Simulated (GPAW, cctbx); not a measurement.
# SrCr2AgAu: deformation density and structure factors from DFT

Aim: compute the bonding part of the density of SrCr2AgAu, find which reflections carry it, and see how it biases an ordinary refinement.

The start was made by putting kin elements into a known structure type; the compound need not exist, or be stable, in this form. All numbers below are calculated.

### 1. Relax the structure

The density hangs on the geometry, so cell and atoms are relaxed first, with the symmetry held. The cutoff is set higher than for the density because stress converges slowly with plane waves.

Settings: GPAW 26.7.0, PBE, 570 eV, 4×4×2 k-points (along the axes of the calculation cell), Fermi–Dirac width 0.1 eV, spin-polarised, BFGS to 0.03 eV/Å.

```text
cell
1.0
     4.390000000    0.000000000    0.000000000
     0.000000000    4.390000000    0.000000000
     0.000000000    0.000000000   10.153000000
Au Ag Sr Cr
2 2 2 4
Direct
0.000000000 0.000000000 0.000000000
0.500000000 0.500000000 0.000000000
0.000000000 0.500000000 0.369600000
0.500000000 0.000000000 0.630400000
0.500000000 0.000000000 0.253800000
0.000000000 0.500000000 0.746200000
0.500000000 0.500000000 0.500000000
0.500000000 0.000000000 0.876000000
0.000000000 0.000000000 0.500000000
0.000000000 0.500000000 0.124000000
```

```console
$ OMP_NUM_THREADS=1 mpirun -n 4 gpaw python run.py > gpaw.log
```

```text
BFGS:    0      -48.362560        2.015568
BFGS:    1      -48.549327        1.938198
BFGS:    2      -49.288148        1.530079
BFGS:    3      -49.753665        1.120608
...
BFGS:   12      -50.300358        0.077017
BFGS:   13      -50.302435        0.030040
BFGS:   14      -50.303073        0.015663
cell  4.6853 4.6853 10.9112  90.00 90.00 90.00
volume 239.527 A^3, largest force 0.005 eV/A, largest stress 0.10 GPa
```

The cell moved far, while the k-mesh and basis were chosen for the start, so the final shape may be somewhat biased.

After 14 steps the volume has changed by +22.4 % and the energy by -1.941 eV; the largest stress left is 0.10 GPa. It took 25 min on 4 cores of Intel(R) Xeon(R) 6975P-C (Granite Rapids) (shared host), peak memory 2.3 GiB.

Relaxed structure: P4/nmm (no. 129, origin choice 1), a = 4.6853 Å, b = 4.6853 Å, c = 10.9112 Å, α = 90.00°, β = 90.00°, γ = 90.00°.

| atom | mult. | x | y | z |
| --- | --- | --- | --- | --- |
| Au1 | 2 | 0 | 0 | 0 |
| Ag1 | 2 | 0 | 1/2 | 0.3656 |
| Sr1 | 2 | 1/2 | 0 | 0.2412 |
| Cr1 | 2 | 1/2 | 1/2 | 1/2 |
| Cr2 | 2 | 1/2 | 0 | 0.8797 |

### 2. The all-electron density

X-rays see the whole electron density, so the PAW density is rebuilt with its core regions. Subtracting spherical free atoms from the same code cancels the cores and leaves the deformation density Δρ, the part due to bonding.

Settings: PBE, 450 eV, 5×5×2 k-points (along the axes of the calculation cell), Fermi–Dirac width 0.1 eV, spin-polarised; primitive cell of 10 atoms.

```console
$ OMP_NUM_THREADS=1 mpirun -n 4 gpaw python run.py > gpaw.log
```

```text
|iter:   1|       0s |  -62.834938 | +0.02 |       | +11.9779|
|iter:   2|       5s |  -54.824474 | -0.79 | -0.64 | +12.0154|
|iter:   3|      10s |  -57.317275 | -1.00 | -0.79 | +11.9379|
...
|iter:  22|      98s |  -50.104016c| -6.87 | -4.24c| +17.9012|
|iter:  23|     102s |  -50.104013c| -7.36 | -4.80c| +17.9018|
|iter:  24|     106s |  -50.104016c| -7.58c| -5.04c| +17.9018|
```

```text
grid (48, 48, 108)  electrons 424.000  moved by bonding 2.235 e
deformation density beyond 0.5 A of the nuclei: max 0.062, min -0.185 e/A^3
atom        x       y       z   Voronoi charge  moment
Au1    0.0000  0.0000  0.0000     -0.051       0.11
Au2    0.5000  0.5000  0.0000     -0.051       0.11
Ag3    0.0000  0.5000  0.3656     -0.091       0.11
Ag4    0.5000  0.0000  0.6344     -0.091       0.11
Sr5    0.5000  0.0000  0.2412      0.130       0.03
Sr6    0.0000  0.5000  0.7588      0.130       0.03
Cr7    0.5000  0.5000  0.5000      0.018       3.60
Cr8    0.5000  0.0000  0.8797     -0.006       3.51
Cr9    0.0000  0.0000  0.5000      0.018       3.60
Cr10   0.0000  0.5000  0.1203     -0.006       3.51
mean inner potential of superposed free atoms 18.154 V
total magnetic moment 17.902 muB
```

Deformation density in a plane through the shortest contact of the Ag atom at the origin, in 0.01 e/Å³ (clipped at ±99); x from -1.6 to 4.3 Å, y from 2.4 down to -2.4 Å:

```text
  .   .  -6  -1   0   0   0   0   0   0   1   2  -3  -8   .   .
  .   .  -3   0   1   1   0   0   0   0   1   2  -1 -15   .   .
 -4  -2   1   2   2   1   1   1   0   1   2   3   4  -2  -9  -9
  0   2   4   4   2   1   2   2   1   0   0   2   4   5   2   1
  2   3   3  -2  -6  -5   1   3   2   0  -4  -5  -1   2   2   1
  2   2  -5 -10   . -10  -4   5   4  -2  -9   .  -8  -4   0   0
  2   1  -8   .   .   .  -6   6   5  -3   .   .   .  -6  -2   0
  2   2  -5 -10   . -10  -4   5   4  -2  -9   .  -8  -4   0   0
  2   3   3  -2  -6  -5   1   3   2   0  -4  -5  -1   2   2   1
  0   2   4   4   2   1   2   2   1   0   0   2   4   5   2   1
 -4  -2   1   2   2   1   1   1   0   1   2   3   4  -2  -9  -9
  .   .  -3   0   1   1   0   0   0   0   1   2  -1 -15   .   .
  .   .  -6  -1   0   0   0   0   0   0   1   2  -3  -8   .   .
```

Atoms in or within 0.15 Å of the plane: Au (4.0, 2.3), Au (4.0, -2.3), Ag (0.0, 0.0), Cr (-1.5, 2.3), Cr (-1.5, -2.3), Cr (2.7, 0.0) Å. Dots mark points within about 0.45 Å of a nucleus; large values next to them are atomic features.

Ag gains most (-0.09 e) and Sr loses most (+0.13 e), in averages over each element's sites, which isn't the order of electronegativity: valence and coordination count too, and Voronoi cells cut space at the midplane whatever the atoms' sizes. Along the shortest contact from the Ag atom at the map's origin, Ag–Cr at 2.68 Å, Δρ is +0.06 e/Å³ at the midpoint: little piles up between the atoms, as is usual in a metallic crystal, which this run finds. At the midpoints of other shortest contacts it is +0.05 (Au–Cr, 2.69 Å), +0.03 (Au–Au, 3.31 Å) and +0.02 (Cr–Cr, 3.31 Å) e/Å³. Point values carry grid noise of about 0.01 e/Å³. The cell's moment is 17.90 μB; the largest inside an atomic sphere is 3.60 μB. The run needed 24 iterations, 2.1 min.

### 3. From the density to structure factors

The Fourier components of Δρ, added to those of the free atoms, give the static X-ray structure factors; the Mott–Bethe relation turns them into the Fourier components V of the potential that fast electrons feel.

```text
static structure factors of the conventional cell: F in electrons, V (Mott-Bethe) in volts
   h  k  l      d  |F| table  |F| free   |F| DFT   change   |V| free  |V| DFT  change %
   0  0  1 10.9112    86.102    86.095    86.085   -0.010     1.467    1.490      1.6
   0  0  2  5.4556   118.455   118.109   118.025   -0.083     2.341    2.389      2.0
   1  0  1  4.3052    26.290    26.046    25.943   -0.103     0.451    0.488      8.1
   0  0  3  3.6371   135.500   135.587   135.501   -0.086     2.069    2.090      1.1
   1  0  2  3.5544    49.429    49.536    49.549    0.013     1.046    1.043     -0.3
   1  1  0  3.3130     3.843     3.901     3.981    0.079     1.701    1.684     -1.0
   1  1  1  3.1701   123.780   123.960   123.967    0.007     1.789    1.787     -0.1
   1  0  3  2.8730   136.164   135.912   135.581   -0.331     4.667    4.719      1.1
   1  1  2  2.8318   245.278   244.951   244.410   -0.541     6.879    6.962      1.2
   0  0  4  2.7278   121.334   121.367   121.422    0.054     2.808    2.800     -0.3
   1  1  3  2.4492    68.515    68.635    68.656    0.021     0.873    0.871     -0.3
   1  0  4  2.3574    34.796    34.728    34.644   -0.084     1.040    1.049      0.9
   2  0  0  2.3426   337.061   336.363   335.132   -1.230     9.204    9.333      1.4
   2  0  1  2.2905    75.962    76.035    75.954   -0.080     1.075    1.083      0.8
```

The largest X-ray change is -1.23 e on 200, 0.4 % of |F|. For electrons V goes as (Z − F)/g², so a change of F counts against Z − F, which is small at low angle and wherever the atoms' terms cancel: |V| of 101 moves by +8.1 % (0.45 to 0.49 V) against -0.4 % in |F|. The last three rows still change by up to 1.23 e; the table stops while the angles are still low. The tabulated Hartree–Fock atoms differ from the free DFT atoms by up to 0.70 e, so the choice of reference atom matters too.

### 4. Convergence

Cutoff and k-mesh: one is changed at a time, to find what the result needs.

| run | ΔF 112 (e) | ΔF 103 (e) | ΔF 101 (e) | q(Ag) (e) | moved (e) | time |
| --- | --- | --- | --- | --- | --- | --- |
| 450 eV 5×5×2 | -0.541 | -0.331 | -0.103 | -0.091 | 2.235 | 2.1 min |
| 250 eV 5×5×2 | -0.562 | -0.348 | -0.110 | -0.102 | 2.349 | 58 s |
| 350 eV 5×5×2 | -0.545 | -0.335 | -0.106 | -0.093 | 2.246 | 91 s |
| 750 eV 5×5×2 | -0.540 | -0.329 | -0.102 | -0.087 | 2.236 | 3.9 min |
| 450 eV 2×2×1 | -0.528 | -0.282 | -0.069 | -0.088 | 2.151 | 44 s |
| 450 eV 3×3×1 | -0.550 | -0.323 | -0.107 | -0.096 | 2.241 | 42 s |

Within 0.01 e of the base on all three: 450 eV 3×3×1, 350 eV 5×5×2 and 750 eV 5×5×2; the cheapest takes 0.34 of the base's time. The largest error, 0.049 e, comes with 450 eV 2×2×1. Times are from shared hosts.

### 5. What a spherical-atom refinement makes of it

Routine crystallography fits spherical atoms. To see the bias, intensities are simulated from tabulated atoms plus the DFT change ΔF, so that bonding alone can misfit (15490 reflections of the full sphere, merged to the counts below, to 0.4 Å, 1.5 % proportional noise plus counting noise, assumed isotropic U as listed, Δρ smeared by the mean U) and refined with cctbx over different ranges.

```csv
range,data,R1,GooF,U Au1 (true 0.0054),U Ag1 (true 0.0066),U Sr1 (true 0.0071),U Cr1 (true 0.0084),largest shift (Å),"Δρ max, min (e/Å³)"
all data,1208,0.0054,0.97,0.0054,0.0066,0.0071,0.0084,0.0001,"0.50, -0.62"
"low resolution, d > 0.84",157,0.0030,0.89,0.0053,0.0064,0.0071,0.0083,0.0005,"0.15, -0.22"
"high order, d < 0.75",992,0.0065,0.99,0.0054,0.0066,0.0071,0.0084,0.0002,"0.43, -0.55"
"occupancies free, d > 0.7",260,0.0031,0.87,0.0053,0.0065,0.0070,0.0082,0.0002,"0.20, -0.22"
```

With all data GooF is 0.97, so at this noise the bonding hardly shows; the top residual peak, near noise level, lies 1.02 Å from Ag and 2.11 Å from Cr. No U is off by more than 3 s.u. at low resolution. With Au1 held at 1 and the scale free, the other occupancies refine to Ag1 1.000(0.001), Sr1 0.999(0.001), Cr1 0.995(0.002) and Cr2 0.999(0.002), within three s.u. of full.

### 6. Answer

Bonding moves 2.23 e in the primitive cell of SrCr2AgAu and changes the structure factors of the conventional cell in the table above by at most 1.23 e (200, 0.4 %), and among reflections above 2 % of the strongest by up to 0.4 % (101). The shortest bond, Ag–Cr, has Δρ = +0.06 e/Å³ at its midpoint, with no localised bond charge. Within 0.01 e of the base on all three: 450 eV 3×3×1, 350 eV 5×5×2 and 750 eV 5×5×2; the cheapest takes 0.34 of the base's time. The largest error, 0.049 e, comes with 450 eV 2×2×1. With all data GooF is 0.97, so at this noise the bonding hardly shows. Limits: static density, frozen cores, no spin–orbit coupling; a ferromagnetic start is the only order tried, and the real ground state may be antiferromagnetic or insulating.

[Outputs are excerpts: Python notices, other lines and further rows are left out; steps that failed or that the build refused (PBEsol, TPSS) are not shown.]

[Logs are printed without paths, hosts, clocks, repeated set-up lines and the standing remarks that a program may print on its own settings, such as how far it seeks lower states.]
